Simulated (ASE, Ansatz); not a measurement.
# Convergence of a linear-scaling basis for twisted Ti2CO2 MXene alternating trilayer, 27.80° (585 atoms), part 2 of 2

Aim: test how closely localised support functions follow the reference on twisted Ti2CO2 MXene alternating trilayer, 27.80° (585 atoms), and at what cost. A setting counts as converged where the r.m.s. difference of forces stays under 1 % of the r.m.s. force.

Ansatz 0.2.0; Kohn-Sham DFT, r2SCAN+D4, PAW (set soft_2), plane waves.

The cell: 117 C, 234 Ti and 234 O. Beside vacuum, support functions can miss their usual error bounds without a warning. The main run has no spin polarisation. Sampling is at Γ alone, for a cell whose shortest periodic width is 16 Å.

So far. Step 2 (Plane-wave single point): Mean Löwdin charges: C -0.96, O -0.65, Ti +1.21 e (they miss 0.36 % of the electrons, so they add up to more than the cell's charge).

## Step 3: Local order (continued)

A closer look about O259, which bears the longest force: 13 atoms, nearest first, numbered in the order of the input, with positions taken from that point.

```csv
atom,x,y,z,distance (Å),bonds,Fx,Fy,Fz (eV/Å)
O259,0.00,0.00,0.00,0.00,3,0.03,-0.01,-0.78
Ti282,1.69,-0.40,-0.94,1.98,6,-0.03,-0.08,0.48
Ti257,-0.49,1.69,-0.93,1.99,6,-0.08,-0.26,0.31
Ti252,-1.21,-1.26,-0.95,2.00,6,0.03,0.22,0.53
C286,1.22,1.26,-2.23,2.84,6,-0.08,0.04,-0.24
C256,-1.70,0.44,-2.24,2.84,6,0.17,-0.34,0.04
C281,0.49,-1.69,-2.24,2.85,6,-0.01,0.18,-0.08
O289,2.90,0.84,-0.02,3.02,3,0.24,0.14,-0.48
O284,2.19,-2.09,-0.03,3.03,3,0.03,-0.19,-0.41
O254,-0.72,-2.94,-0.01,3.03,3,0.02,0.06,-0.49
O264,0.73,2.94,-0.04,3.03,3,0.06,0.07,-0.03
O234,-2.18,2.11,0.00,3.03,3,0.08,-0.02,-0.65
O389,-2.92,-0.84,-0.02,3.04,3,0.03,-0.05,-0.54
```

The column of bonds counts only the pairs O-Ti within 2.64 Å, Ti-C within 2.64 Å; other neighbours, such as metal atoms beside each other in a compound, aren't counted, and periodic images can show an atom twice.

## Step 4: Support functions medium

The cell is solved in localised support functions.

This step: Kohn-Sham DFT, r2SCAN+D4, PAW (set soft_2), localised support functions (medium) (Ansatz 0.2.0).

Input file input.yaml:

```yaml
crystal:
  lattice:
    - [18.9223, 0.0, 0.0]
    - [-9.46115, 16.38719, 0.0]
    - [0.0, 0.0, 31.11]
  atoms:
    [... the 585 atom lines of step 2 ...]
kpoints:
  mp_grid: { grid: [1, 1, 1] }
hamiltonian:
  xc: r2scan
  dispersion: d4
scf:
  occupations: { method: gaussian, width: 0.025 }
  eigensolver: { kind: { support_functions: { accuracy: medium } } }
  mixing: { beta: 0.2 }
  max_iter: 150
output:
  forces: true
```

On the command line:

```
> ansatz run input.yaml --threads 32 --pin off --max-ram 92160MiB --backend cuda --events-out ev --progress --plain --runs-dir out --max-vram 78GiB
```

Log:

```text
Warning: scf.eigensolver.kind.support_functions: disabling space-group detection — the functions' gradient is summed over unrotated k-points, so no spatial operation reduces the k-mesh or symmetrises the density; time reversal is kept, so that k and −k are solved as one point where they differ and the mesh holds both, and exact exchange and, on two spinor components, a DFT+U term hold to it where the run has them: [...]
settings of this run that can trade accuracy for cost: scf.eigensolver.kind.support_functions [...]
[...]
GPU FFT provider: cuFFT
GPU libraries: cuBLAS 13.8.1, cuFFT 12.4.0, cuSOLVER 12.3.2
[...]
Crystal: 585 atoms, lattice volume = 9646.692 Å³
Basis set: ecut = 500 eV, 245069 PW (Γ), exchange–correlation on 540×540×810 points (27 copies of the dense FFT grid, shifted against one another)
Bands: 2808, of which v1, the nominal top of the filled ones, is band 2340 counted from 1 (2339 counted from 0)
Symmetry: 1 space group operations
k-points: 1
[...]
GPU buffer pool allocated for 8748000 grid points (all kernels)
[...]
SCF iter   1: F=—  HF=-749903.651227 eV  |F-HF|=—  |Δ(HF+E_count)|=         —  Δρ=1.79e-1  dr2=3.72e3  dr2_τ=2.90e2  ethr=1.00e-1
[...]
SCF iter  23: F=—  HF=-749267.498922 eV  |F-HF|=—  |Δ(HF+E_count)|=   5.39e-5  Δρ=8.96e-6  dr2=8.61e-6  dr2_τ=4.19e-7  ethr=5.20e-10  κ⁻¹=2.8e-4(r=7)
SCF iter  24: F=-749267.498949 eV  HF=-749267.498931 eV  |F-HF|=1.80e-5  |Δ(HF+E_count)|=   8.78e-6  Δρ=6.61e-6  dr2=4.90e-6  dr2_τ=1.43e-8  ethr=1.84e-10
SCF 1 converged in 24 iterations: F = -749267.536501 eV  dr2 = 4.90e-6
[...]
SCF converged after 24 iterations
Stability not checked: this state was not tested for a lower state beside it, because the mixer in use, unlike msr1, does not test its closes by its own steps (another_mixer; see scf.mixing.algorithm and scf.lower_state_search)
Free energy (F): -749267.536501 eV
[...]
Internal energy: -749267.536501 eV  (E = F + TS)
E sigma→0 (E₀):  -749267.536501 eV
Fermi energy:    5.704797 eV
[...]
Σ components = -749267.536501   (vs F -749267.536501, Δ=0.00e0)
--- Forces (eV/Å), atoms counted from 1 ---
[... 585 lines of forces left out ...]
  max |Σ_I F_I| component: 2.83e-3 eV/Å
--- Band table (eV) ---
[... left out ...]
  guard bands above this table: 406 of the run's 2808 bands (output.publish_guard_bands: true publishes all)
```

Elapsed: 57 s, on 1 × NVIDIA GB200 with 32 threads of Arm Neoverse V2, shared host; peak memory 5.4 GiB; 2.3 min of CPU time.

That memory is the host's; the program planned up to 46.5 GiB on the GPU.

The program notes that the band table was not solved further than the SCF left it and it switched symmetry off.

Keys that differ from the reference: support_functions.accuracy = "medium", scf.max_iter = 150 and scf.mixing.beta = 0.2.

Forces differ from the reference by 0.48 meV/Å r.m.s., 0.21 % of their size, well within a tolerance of 1 %; the energy by -4.6 meV/atom. It took 57 s and 24 cycles; the reference's time can't be set against it, since the two runs asked for unlike analyses. The two runs also began from different starting densities, which bears on cycles and time.

## Step 5: All settings compared

Each row is set against the plane-wave reference (Kohn-Sham DFT, r2SCAN+D4, PAW (set soft_2), plane waves; r.m.s. force component 0.227 eV/Å). Energies are set beside the reference only for runs with its functional, potentials and electron count. Times are for 1 × NVIDIA GB200 with 32 threads of Arm Neoverse V2, shared host. The reference's time includes the DOS, which some other runs skip.

```csv
run,"Δ force, r.m.s. (meV/Å)",share of r.m.s. force (%),Δ energy (meV/atom),Δ gap (eV),cycles,time,host memory (GiB),planned on the GPU (GiB)
reference,-,-,-,-,16,40 s,9.0,75
support functions medium,0.48,0.212,-4.61,2.0e-4,24,57 s,5.4,46
```

## Step 6: Results

| Property | Result |
| --- | --- |
| free energy per atom | -1280.7946 eV/atom |
| r.m.s. force component | 0.2267 eV/Å |
| gap (highest filled to lowest empty level) | 0.5233 eV |
| wall time of the 2 DFT runs | 96 s |

What this shows: Against plane waves at 500 eV, the forces differ by 0.48 meV/Å (0.21 %) with support functions medium. At 585 atoms the run with support functions medium takes roughly 1.4 times the time of plane waves (whose run also made extra analyses, so the like-for-like ratio is larger), in 24 SCF cycles against 16. Differences between support functions and plane waves include what basis error the plane-wave run still has.

Between filled and empty levels lie 0.523 eV at Γ alone; the mesh holds the band edges only if they fold onto it, so the gap at this level can be narrower or closed, while semilocal functionals tend to narrow gaps against experiment. Counting bonds as in the table, all C atoms have 6, all O atoms have 3 and all Ti atoms have 6 bonded neighbours.

Caveats: The geometry was built by rule, was displaced at random and isn't relaxed at this level: its force components are 0.23 eV/Å r.m.s.

[Logs are printed without paths, hosts, clocks, repeated set-up lines and the standing remarks that a program may print on its own settings, such as how far it seeks lower states.]

[Hosts, paths, dates, database ids (printed as entryN), source tags and the programs' standing remarks are cut or masked in the printed files.]
